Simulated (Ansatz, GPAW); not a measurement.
# Geometry or basis: what sets the conductance of octane-1,8-dithiol between two Pt chains

Aim: the conductance of octane-1,8-dithiol between two Pt chains after relaxation, and whether geometry, basis or functional moves it most.

Calculated with GPAW 26.7.0 and Ansatz 0.2.0; Ansatz plane waves; relaxation of the junction with the lead ends held; PAW set soft_1, in the first sound run; inputs show where later runs differ.

Report form: the programs' logs are mostly left out.

## (1) Set-up

The cell holds 42 atoms: 16 Pt, 2 S, 16 H and 8 C. Its edges and angles: a = 12.580 Å, b = 9.599 Å, c = 49.334 Å, α = 90.0°, β = 90.0°, γ = 90.0°. Regions: left lead, 8 atoms (8 Pt); channel, 26 atoms (2 S, 16 H and 8 C); right lead, 8 atoms (8 Pt). Vacuum lies along a and b. The structure is stacked along c, and the current runs across the ab planes.

## (2) Relaxing the atoms

Transmission follows bond lengths closely, so the atoms between the held lead ends are relaxed first, from a slightly shaken start that lets symmetry break.

input.yaml reads:

```yaml
crystal:
  lattice:
    - [12.5800846122, 0.0, 0.0]
    - [0.0, 9.598779823, 0.0]
    - [0.0, 0.0, 49.3337706378]
  atoms:
    - { symbol: Pt, position: [0.5, 0.5, 0.0243241087] }
    - { symbol: Pt, position: [0.5, 0.5, 0.0729723261] }
    - { symbol: Pt, position: [0.5, 0.5, 0.1216205435] }
    - { symbol: Pt, position: [0.5, 0.5, 0.170268761] }
    - { symbol: Pt, position: [0.5, 0.5, 0.2189169784] }
    - { symbol: Pt, position: [0.5, 0.5, 0.2675651958] }
    - { symbol: Pt, position: [0.5007266654, 0.4967496365, 0.3166697646] }
    - { symbol: Pt, position: [0.502242985, 0.49390224, 0.3640697717] }
[... 30 atom lines left out ...]
    - { symbol: Pt, position: [0.5, 0.5, 0.829731239] }
    - { symbol: Pt, position: [0.5, 0.5, 0.8783794565] }
    - { symbol: Pt, position: [0.5, 0.5, 0.9270276739] }
    - { symbol: Pt, position: [0.5, 0.5, 0.9756758913] }
kpoints:
  mp_grid: { grid: [1, 1, 2] }
hamiltonian:
  xc: pbe
  pseudopotentials: { kind: paw, azcp: { folder: soft_1 } }
scf:
  occupations: { method: fermi_dirac, width: 0.1 }
relax:
  f_tol: 0.03
  max_steps: 80
  constraints: [{ sites: [0, 1, 2, 3, 4, 5, 36, 37, 38, 39, 40, 41] }]
```

Started as:

```bash
$ ansatz run input.yaml --threads 4 --pin off --max-ram 8192MiB --backend cpu --events-out ev --progress --plain --runs-dir out
```

The job ended after 35 min (4 threads of AMD EPYC 7R43, shared host; peak memory 7.3 GiB).

The steps of the relaxation (22 of 30):

```csv
step,energy less that of the first step (eV),largest force component (eV/Å)
1,0.0000,2.9004
2,-1.2400,0.9326
4,-1.6635,0.4154
5,-1.8627,0.3772
7,-2.2015,0.1973
8,-2.3420,0.2690
9,-2.4599,0.1818
11,-2.5654,0.1042
12,-2.5802,0.2015
13,-2.6001,0.2354
15,-2.6327,0.2016
16,-2.6419,0.1751
18,-2.6641,0.1974
19,-2.6750,0.1607
20,-2.6855,0.0796
22,-2.6983,0.0627
23,-2.7043,0.0412
24,-2.7073,0.0558
26,-2.7114,0.0619
27,-2.7125,0.0530
29,-2.7141,0.0320
30,-2.7144,0.0182
```

The atoms that moved most (Å):

```csv
atom,dx,dy,dz,length
H10,2.487,1.098,-0.684,2.804
H33,-2.478,-1.117,0.647,2.794
H12,1.802,-0.194,-1.050,2.095
H31,-1.746,0.167,1.074,2.057
S9,1.428,1.293,-0.042,1.927
S34,-1.407,-1.273,0.056,1.899
C32,-1.699,-0.627,0.519,1.884
C11,1.680,0.604,-0.538,1.865
```

This step gave:

```
free energy         : -204425.2815 eV
smearing term TS    : 1.042 eV
symmetry operations : 1
```

The relaxation lowered the energy of the cell by 2.71 eV.

## (3) Plane waves, PBE

Plane waves give the reference curve, free of the bias of atom-centred orbitals.

This step: Ansatz plane waves; Landauer transmission by layers, zero bias; PAW set soft_1 (Ansatz 0.2.0).

input.yaml reads:

```yaml
crystal:
  lattice:
    - [12.5800846122, 0.0, 0.0]
    - [0.0, 9.598779823, 0.0]
    - [0.0, 0.0, 49.3337706378]
  atoms:
    - { symbol: Pt, position: [0.5, 0.5, 0.0243241087] }
    - { symbol: Pt, position: [0.5, 0.5, 0.0729723261] }
    - { symbol: Pt, position: [0.5, 0.5, 0.1216205435] }
    - { symbol: Pt, position: [0.5, 0.5, 0.170268761] }
    - { symbol: Pt, position: [0.5, 0.5, 0.2189169784] }
    - { symbol: Pt, position: [0.5, 0.5, 0.2675651958] }
    - { symbol: Pt, position: [0.4190696049, 0.6254493648, 0.3035625923] }
    - { symbol: Pt, position: [0.5079757306, 0.6577883684, 0.3459731459] }
[... 30 atom lines left out ...]
    - { symbol: Pt, position: [0.5, 0.5, 0.829731239] }
    - { symbol: Pt, position: [0.5, 0.5, 0.8783794565] }
    - { symbol: Pt, position: [0.5, 0.5, 0.9270276739] }
    - { symbol: Pt, position: [0.5, 0.5, 0.9756758913] }
kpoints:
  mp_grid: { grid: [1, 1, 2] }
hamiltonian:
  xc: pbe
  pseudopotentials: { kind: paw, azcp: { folder: soft_1 } }
scf:
  occupations: { method: fermi_dirac, width: 0.1 }
output:
  transmission:
    leads: [[0, 1]]
    e_range: [-2, 2]
    de: 0.025
    kmesh: [1, 1]
    reduced_basis: true
  write_potential: true
  write_density: true
  volumetric_format: npy
```

It took 3 h on 4 threads; peak memory 6.8 GiB.

Numbers from this step:

```
free energy                                             : -204425.2813 eV
lead level                                              : 0 eV from the Fermi level
transmission at the Fermi level (one spin)              : 1.70e-4
open channels of the lead at the Fermi level (one spin) : 4
step of the potential along the lead                    : 30.1 meV
offset of the lead                                      : 0 Å
filling of the lead less its bulk value, in size        : 0.9 meV
conductance                                             : 1.91e-4 G₀
```

One spin. Transmission, zone mean against energy, zero at the Fermi level:

energy (eV), log10 transmission, zone mean and a bar from the least value:
```
   -2.000       -2.9 #########
   -1.900       -3.0 #########
   -1.800       -2.8 ##########
   -1.700       -1.9 #################
   -1.650        0.0 ##############################
   -1.600       -2.2 ##############
   -1.500       -2.2 ###############
   -1.400       -2.6 ############
   -1.300       -2.3 ##############
   -1.200       -1.6 ###################
   -1.100       -2.1 ###############
   -1.000       -2.7 ###########
   -0.900       -2.7 ###########
   -0.800       -2.7 ###########
   -0.700       -2.6 ############
   -0.600       -2.7 ###########
   -0.500       -2.7 ###########
   -0.400       -2.8 ##########
   -0.300       -3.3 #######
   -0.200       -3.1 #########
   -0.100       -3.5 #####
    0.000       -3.8 ####
    0.100       -3.6 #####
    0.200       -3.3 #######
    0.300       -3.0 #########
    0.400       -3.0 #########
    0.500       -3.2 #######
    0.600       -3.4 ######
    0.700       -3.5 #####
    0.800       -3.5 #####
    0.900       -3.2 ########
    1.000       -3.1 ########
    1.100       -3.2 ########
    1.200       -3.3 #######
    1.300       -3.5 ######
    1.400       -3.6 #####
    1.500       -3.8 ####
    1.600       -3.9 ###
    1.700       -4.0 ##
    1.800       -4.1 #
    1.900       -4.2 
    2.000       -4.3
```

One spin. Open channels, zone mean against energy, zero at the Fermi level:

```
energy (eV)  open channels, zone mean
     -2.000                         3
     -1.900                         3
     -1.800                         3
     -1.700                         3
     -1.600                         4
     -1.500                         4
     -1.400                         6
     -1.300                         6
     -1.200                         6
     -1.100                         6
     -1.000                         6
     -0.900                         6
     -0.800                         6
     -0.700                         6
     -0.600                         6
     -0.500                         6
     -0.400                         4
     -0.300                         4
     -0.200                         4
     -0.100                         4
      0.000                         4
      0.100                         4
      0.200                         4
      0.300                         3
      0.400                         3
      0.500                         3
      0.600                         3
      0.700                         3
      0.800                         1
      0.900                         1
      1.000                         1
      1.100                         1
      1.200                         1
      1.300                         1
      1.400                         1
      1.500                         1
      1.600                         1
      1.700                         1
      1.800                         1
      1.900                         1
      2.000                         1
```

Crystal 0, spin -, k parallel (0, 0); distinct values, listed up to 1.5 1/Å. Table of Im kz of the slowest decaying states by energy, zero at the Fermi level:

```
energy (eV)  decay 1 (Å⁻¹)  decay 2 (Å⁻¹)  decay 3 (Å⁻¹)  decay 4 (Å⁻¹)
    -2.0000          0.381          0.611          0.611           1.37
    -1.7500          0.229          0.466          0.466           1.35
    -1.5000          0.212          0.212           1.32           1.34
    -1.2500           1.30           1.32           1.36           1.44
    -1.0000           1.27           1.29           1.34           1.42
    -0.7500           1.25           1.27           1.31           1.40
    -0.5000           1.22           1.24           1.29           1.37
    -0.2500          0.314           1.20           1.22           1.26
     0.0000          0.472          0.472           1.17           1.19
     0.2500          0.574           1.14           1.17           1.21
     0.5000          0.201          0.650           1.11           1.14
     0.7500          0.295          0.709           1.09           1.11
     1.0000          0.114          0.115          0.361          0.759
     1.2500          0.163          0.164          0.413          0.800
     1.5000          0.193          0.193          0.455          0.835
     1.7500          0.212          0.212          0.490          0.866
     2.0000          0.223          0.223          0.520          0.893
```

Crystal 0, spin -, k parallel (0, 0). Table of Re kz of states that move upwards by energy, zero at the Fermi level:

| energy (eV) | channel 1 (Å⁻¹) | channel 2 (Å⁻¹) | channel 3 (Å⁻¹) | channel 4 (Å⁻¹) | channel 5 (Å⁻¹) | channel 6 (Å⁻¹) |
| --- | --- | --- | --- | --- | --- | --- |
| -2.000 | -0.641 | -0.641 | 0.726 | - | - | - |
| -1.800 | -0.602 | -0.601 | 0.747 | - | - | - |
| -1.600 | -0.563 | -0.562 | 0.0667 | 0.768 | - | - |
| -1.400 | -0.525 | -0.524 | 0.173 | 0.173 | 0.285 | 0.790 |
| -1.200 | -0.488 | -0.487 | 0.399 | 0.440 | 0.440 | 0.813 |
| -1.000 | -0.451 | -0.450 | 0.487 | 0.618 | 0.618 | 0.839 |
| -0.800 | -0.415 | -0.414 | 0.562 | 0.783 | 0.783 | 0.868 |
| -0.600 | -0.378 | -0.377 | 0.626 | 0.903 | 0.965 | 0.965 |
| -0.400 | -0.341 | -0.340 | 0.681 | 0.945 | - | - |
| -0.200 | -0.303 | -0.302 | 0.728 | 0.998 | - | - |
| 0.000 | -0.264 | -0.263 | 0.767 | 1.07 | - | - |
| 0.200 | -0.222 | -0.221 | 0.800 | 1.17 | - | - |
| 0.400 | -0.176 | -0.175 | 0.828 | - | - | - |
| 0.600 | -0.120 | -0.119 | 0.852 | - | - | - |
| 0.800 | 0.875 | - | - | - | - | - |
| 1.000 | 0.895 | - | - | - | - | - |
| 1.200 | 0.914 | - | - | - | - | - |
| 1.400 | 0.933 | - | - | - | - | - |
| 1.600 | 0.951 | - | - | - | - | - |
| 1.800 | 0.968 | - | - | - | - | - |
| 2.000 | 0.985 | - | - | - | - | - |

The electrostatic potential energy of an electron (with the applied field's), less the Fermi level, planar mean oscillates, so the rows of the table below give means over windows of 1 Å about each position, cut where the curve ends. Its first 14 maxima inside the range that stand out by 2 % of the span (Å: eV): 2.5: 5.83, 4.8: 5.82, 7.1: 5.77, 9.6: 5.72, 11.9: 5.61, 14.1: 4.90, 16.0: 5.08, 18.1: 4.97, 21.0: 4.59, 22.2: 3.96, 23.4: 4.48, 24.7: 3.95, 25.9: 4.48, 27.1: 3.96. Its first 14 minima: 1.2: 4.55, 3.6: 4.56, 6.0: 4.52, 8.4: 4.47, 10.8: 4.41, 13.3: 4.19, 14.9: 4.05, 17.1: 3.95, 20.0: 3.88, 21.8: 3.75, 22.6: 3.71, 24.3: 3.69, 25.1: 3.69, 26.7: 3.71.

Electrostatic potential energy of an electron (with the applied field's), less the Fermi level, planar mean against z; means over each step:

```csv
z (Å),"electrostatic potential energy of an electron (with the applied field's), less the Fermi level, planar mean (eV)"
0,5.68
1,4.78
2,5.43
3,5.20
4,4.96
5,5.59
6,4.68
7,5.56
8,4.89
9,5.10
10,5.31
11,4.62
12,5.45
13,4.44
14,4.66
15,4.20
16,4.86
17,4.11
18,4.74
19,4.26
20,4.03
21,4.39
22,3.85
23,4.10
24,3.97
25,3.84
26,4.27
27,3.84
28,4.19
29,4.14
30,4.15
31,4.72
32,4.18
33,4.70
34,4.37
35,4.58
36,4.34
37,5.24
38,4.93
39,4.90
40,5.45
41,4.64
42,5.59
43,4.85
44,5.25
45,5.35
46,4.83
47,5.67
48,4.74
49,5.37
```

The valence density, planar mean oscillates, so the rows of the table below give means over windows of 2.33 Å about each position, cut where the curve ends. Its first 14 maxima inside the range that stand out by 2 % of the span (Å: e/Å³): 1.2: 0.132, 3.6: 0.132, 6.0: 0.132, 8.4: 0.132, 10.8: 0.133, 13.2: 0.132, 14.9: 0.132, 17.1: 0.132, 20.0: 0.0523, 21.8: 0.0515, 22.5: 0.0515, 24.4: 0.0507, 24.9: 0.0507, 26.9: 0.0514. Its first 14 minima: 2.5: 0.0153, 4.8: 0.0151, 7.3: 0.0153, 9.6: 0.0151, 12.1: 0.0156, 14.1: 0.0355, 16.0: 0.0215, 18.1: 0.0220, 21.0: 0.0227, 22.2: 0.0486, 23.4: 0.0232, 24.7: 0.0475, 25.9: 0.0232, 27.1: 0.0486.

Valence density, planar mean against z; means over each step:

z (Å), valence density, planar mean (e/Å³) and a bar from the least value:
```
     1.17      0.064 #######################
     3.50      0.064 #######################
     5.83      0.063 #######################
     8.16      0.063 ######################
    10.48      0.063 ######################
    12.82      0.065 ########################
    15.14      0.069 ###########################
    17.48      0.066 #########################
    19.80      0.038 #
    22.13      0.041 ###
    24.46      0.041 ###
    26.80      0.040 ###
    29.12      0.037 
    31.45      0.061 ####################
    33.79      0.072 ##############################
    36.12      0.069 ###########################
    38.45      0.064 #######################
    40.77      0.063 #######################
    43.10      0.063 ######################
    45.44      0.063 ######################
    47.77      0.063 ######################
```

The largest of the program's own error estimates on the conductance is 23 %. T at the Fermi level is 1.7e-4; the potential still steps by 30.1 meV from one lead period to the next, more than the program accepts for a lead, so the cell is too short for a firm reference, and the program's own error estimates apply.

(Continued in part 2 of 3.)

[Logs are printed without paths, hosts, clocks, repeated set-up lines and the standing remarks that a program may print on its own settings, such as how far it seeks lower states.]

[Hosts, paths, dates, database ids (printed as entryN), source tags and the programs' standing remarks are cut or masked in the printed files.]
